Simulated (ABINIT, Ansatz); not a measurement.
## KNaMg2F6 (P4/mmm): G0W0 on several meshes in ABINIT

Wanted: mesh dependence and cost of G0W0 for KNaMg2F6 (P4/mmm).

Calculated with ABINIT 10.8.3; LDA and many-body steps on it, plane waves.

Report form: the programs' logs are mostly left out.

## 1. The structure

Symmetry: P4/mmm, No. 123, tetragonal system. Conventional cell: a = 4.008 Å, b = 4.008 Å, c = 7.995 Å, α = 90.00°, β = 90.00°, γ = 90.00°. Nearest to K lie 12 F at 2.83 to 2.87 Å. Na has 12 F at 2.79 to 2.83 Å nearest. Nearest to Mg lie 6 F at 1.97 to 2.03 Å. Nearest to F lie 2 Mg at 2.00 Å and 2 Na at 2.79 Å and 2 K at 2.87 Å. Nearest to F lie 2 Mg at 1.97 Å and 4 Na at 2.83 Å. F has 2 Mg at 2.03 Å and 4 K at 2.83 Å nearest. Farther neighbours and most contacts between anions are not listed.

The cell and positions are those that the Materials Project relaxed with its own functionals (PBE, PBE+U or r2SCAN), kept fixed.

## 2. Empty states on the mesh, 2×2×1 mesh, 272 bands

This step: ABINIT 10.8.3; DFT, LDA, plane waves, norm-conserving pseudopotentials.

The sums over transitions need many empty states on a uniform mesh; this step solves for them.

run.abi reads:

```
acell 3*1.0 Angstrom
rprim 
  4.007581000000 0.000000000000 0.000000000000
  0.000000000000 4.007581000000 0.000000000000
  0.000000000000 0.000000000000 7.994870000000
ntypat 4
znucl 19 11 12 9
natom 10
typat 1 2 3 3 4 4 4 4 4 4
xred 
  0.500000000000 0.500000000000 0.500000000000
  0.500000000000 0.500000000000 0.000000000000
  0.000000000000 0.000000000000 0.246633000000
  0.000000000000 0.000000000000 0.753367000000
  0.500000000000 0.000000000000 0.243520000000
  0.500000000000 0.000000000000 0.756480000000
  0.000000000000 0.500000000000 0.756480000000
  0.000000000000 0.500000000000 0.243520000000
  0.000000000000 0.000000000000 0.000000000000
  0.000000000000 0.000000000000 0.500000000000
pp_dirpath "pseudos"
pseudos "K.upf, Na.upf, Mg.upf, F.upf"
ecut 38
ngkpt 2 2 1
nshiftk 1
shiftk 0 0 0
kptopt 1
chksymbreak 0
iscf -2
irdden 1
istwfk *1
nband 272
nbdbuf 24
tolwfr 1e-09
nstep 60
prtvol 0
indata_prefix "in"
outdata_prefix "out"
tmpdata_prefix "tmp"
```

Launch:

```
$ OMP_NUM_THREADS=1 mpirun -n 3 abinit run.abi > log
```

The job ended after 2.1 min (3 MPI ranks of AMD EPYC 9R45, shared host; peak memory 0.4 GiB).

Numbers from this step:

```yaml
gap: 6.084 eV
k_of_the_valence_top: 0.5, 0.5, 0
k_of_the_conduction_bottom: 0, 0, 0
least_direct_gap: 6.484 eV
k_points_computed: 3
lowest_point_of_the_top_converged_band_above_the_valence_top: 76.4975 eV
```

On this mesh the gap is 6.084 eV.

The density comes from a self-consistent run that is not shown.

## 3. Screening, 2×2×1 mesh, 125 bands, screening to 114.3 eV

The RPA dielectric matrix is built and inverted for each q.

This step: RPA screening on LDA, plane waves, norm-conserving pseudopotentials.

run.abi, as its differences from that of step 2:

```diff
@@ -28,10 +28,11 @@
 chksymbreak 0
-iscf -2
-irdden 1
 istwfk *1
-nband 272
-nbdbuf 24
-tolwfr 1e-09
-nstep 60
-prtvol 0
+occopt 1
+irdwfk 1
+optdriver 3
+nband 125
+ecuteps 4.2
+inclvkb 2
+awtr 1
+symchi 1
 indata_prefix "in"
```

Launch:

```
$ OMP_NUM_THREADS=1 mpirun -n 4 abinit run.abi > log
```

Run time: 20 s. Hardware: 4 MPI ranks; peak memory 1.3 GiB.

Numbers from this step:

| Quantity | Value |
| --- | --- |
| ε∞ with local fields, on this mesh, along the program's q direction | 1.986 |
| the same without local fields | 2.098 |
| plasma frequency | 29.31 eV |
| plane waves in the screening matrix | 353 |

Local fields lower ε∞ by 5 %. On a Γ-centred mesh this coarse the value itself is usually too large, while a short band sum pulls it down.

## 4. 2×2×1

The self-energy is evaluated for the states that the input lists, and the levels follow from it, in one-shot runs by the linearised quasiparticle equation.

This step: G0W0 on LDA, plane waves, norm-conserving pseudopotentials.

run.abi, as its differences from that of step 3:

```diff
@@ -31,8 +31,17 @@
 irdwfk 1
-optdriver 3
+optdriver 4
 nband 125
+gwcalctyp 0
+ecutsigx 38
+symsigma 1
+nkptgw 2
+kptgw 
+  0.5000000000 0.5000000000 0.0000000000
+  0.0000000000 0.0000000000 0.0000000000
+bdgw 
+  39 42
+  38 42
 ecuteps 4.2
-inclvkb 2
-awtr 1
-symchi 1
+irdscr 1
+ppmodel 1
 indata_prefix "in"
```

Elapsed: 8 s, on 4 MPI ranks; peak memory 0.92 GiB.

This step gave:

```yaml
g0w0_gap_on_the_points_computed: 10.62 eV
starting_gap_on_the_mesh: 6.084 eV
k_of_the_valence_top: 0.5, 0.5, 0
k_of_the_conduction_bottom: 0, 0, 0
z_at_the_valence_top: 0.821
z_at_the_conduction_bottom: 0.896
least_direct_g0w0_gap_on_the_computed_points: 11.05 eV
```

The gap on the mesh goes from 6.08 eV to 10.62 eV, a correction of +4.54 eV.

## 5. Empty states on the mesh, 4×4×2 mesh, 137 bands

This step: DFT, LDA, plane waves, norm-conserving pseudopotentials.

run.abi, as its differences from that of step 4:

```diff
@@ -23,3 +23,3 @@
 ecut 38
-ngkpt 2 2 1
+ngkpt 4 4 2
 nshiftk 1
@@ -28,20 +28,10 @@
 chksymbreak 0
+iscf -2
+irdden 1
 istwfk *1
-occopt 1
-irdwfk 1
-optdriver 4
-nband 125
-gwcalctyp 0
-ecutsigx 38
-symsigma 1
-nkptgw 2
-kptgw 
-  0.5000000000 0.5000000000 0.0000000000
-  0.0000000000 0.0000000000 0.0000000000
-bdgw 
-  39 42
-  38 42
-ecuteps 4.2
-irdscr 1
-ppmodel 1
+nband 137
+nbdbuf 12
+tolwfr 1e-09
+nstep 60
+prtvol 0
 indata_prefix "in"
```

Run time: 2 min. Hardware: 4 MPI ranks; peak memory 0.66 GiB; 7.8 min of CPU time.

This step gave:

* gap: 6.084 eV
* k of the valence top: 0.5, 0.5, 0
* k of the conduction bottom: 0, 0, 0
* least direct gap: 6.484 eV
* k points computed: 12
* lowest point of the top converged band, above the valence top: 41.65 eV

On this mesh the gap is 6.084 eV.

## 6. Screening, 4×4×2 mesh, 125 bands, screening to 114.3 eV

This step: RPA screening on LDA, plane waves, norm-conserving pseudopotentials.

run.abi, as its differences from that of step 5:

```diff
@@ -28,10 +28,11 @@
 chksymbreak 0
-iscf -2
-irdden 1
 istwfk *1
-nband 137
-nbdbuf 12
-tolwfr 1e-09
-nstep 60
-prtvol 0
+occopt 1
+irdwfk 1
+optdriver 3
+nband 125
+ecuteps 4.2
+inclvkb 2
+awtr 1
+symchi 1
 indata_prefix "in"
```

The job ended after 2.4 min (4 MPI ranks; peak memory 3.1 GiB; 9.5 min of CPU time).

This step gave:

| Quantity | Value |
| --- | --- |
| ε∞ with local fields, on this mesh, along the program's q direction | 1.951 |
| the same without local fields | 2.062 |
| plasma frequency | 29.31 eV |
| plane waves in the screening matrix | 353 |

## 7. 4×4×2

This step: G0W0 on LDA, plane waves, norm-conserving pseudopotentials.

run.abi, as its differences from that of step 6:

```diff
@@ -31,8 +31,17 @@
 irdwfk 1
-optdriver 3
+optdriver 4
 nband 125
+gwcalctyp 0
+ecutsigx 38
+symsigma 1
+nkptgw 2
+kptgw 
+  0.5000000000 0.5000000000 0.0000000000
+  0.0000000000 0.0000000000 0.0000000000
+bdgw 
+  39 42
+  38 42
 ecuteps 4.2
-inclvkb 2
-awtr 1
-symchi 1
+irdscr 1
+ppmodel 1
 indata_prefix "in"
```

Elapsed: 21 s, on 4 MPI ranks; peak memory 2.6 GiB; 84 s of CPU time.

Numbers from this step:

```yaml
g0w0_gap_on_the_points_computed: 10.62 eV
starting_gap_on_the_mesh: 6.084 eV
k_of_the_valence_top: 0.5, 0.5, 0
k_of_the_conduction_bottom: 0, 0, 0
z_at_the_valence_top: 0.821
z_at_the_conduction_bottom: 0.899
least_direct_g0w0_gap_on_the_computed_points: 11.03 eV
```

Against G0W0 in ABINIT (2×2×1 mesh, 125 bands, screening to 114.3 eV, Godby-Needs plasmon pole), the gap moves by −0.007 eV.

## 8. The runs together

Times are wall times on 4 MPI ranks of AMD EPYC 9R45, shared host, good to a factor of about two. A run's time includes the screening step that it read.

| run | mesh | bands | screening cutoff (eV) | DFT gap (eV) | gap on the mesh (eV) | direct (eV) | ε∞ used | time |
| --- | --- | --- | --- | --- | --- | --- | --- | --- |
| 2×2×1 | 2×2×1 | 125 | 114.3 | 6.084 | 10.624 | 11.047 | 1.99 | 28 s |
| 4×4×2 | 4×4×2 | 125 | 114.3 | 6.084 | 10.617 | 11.028 | 1.95 | 2.7 min |

## 9. Outcome

```yaml
2x2x1: 10.624 eV
4x4x2: 10.617 eV
known_limits: not at the basis limit; coarse k mesh
```

4×4×2: −0.007 eV against 2×2×1. Bands and cutoff are finite, so the gap is not at the basis limit. The miss can reach some tenths of an eV and take either sign; the mesh is an error of its own. In the G0W0 runs levels were corrected at 2 k points alone, so a gap called «on the mesh» is the least over those, and an edge elsewhere would be missed. The 2×2×1 mesh is coarse for this cell, which bears on the long-range parts of exchange and screening.

[Paths, hosts, dates, memory and timing lines, banners, echoed tables and standing remarks are left out of the program output.]

[Logs are printed without paths, hosts, clocks, repeated set-up lines and the standing remarks that a program may print on its own settings, such as how far it seeks lower states.]

[Runs of the session that timed out or met a known fault of the program may be left out.]

[Hosts, paths, dates, database ids (printed as entryN), source tags and the programs' standing remarks are cut or masked in the printed files.]

[G0W0 gaps are taken among the corrected bands and points alone; a level outside them can change the order at an edge.]

[Where Ansatz stands beside ABINIT at settings called matched, ABINIT's density can come from a denser mesh and the files from another edition; pairs whose starting gaps differed by over 0.03 eV were left out, so agreement reads better than it is.]
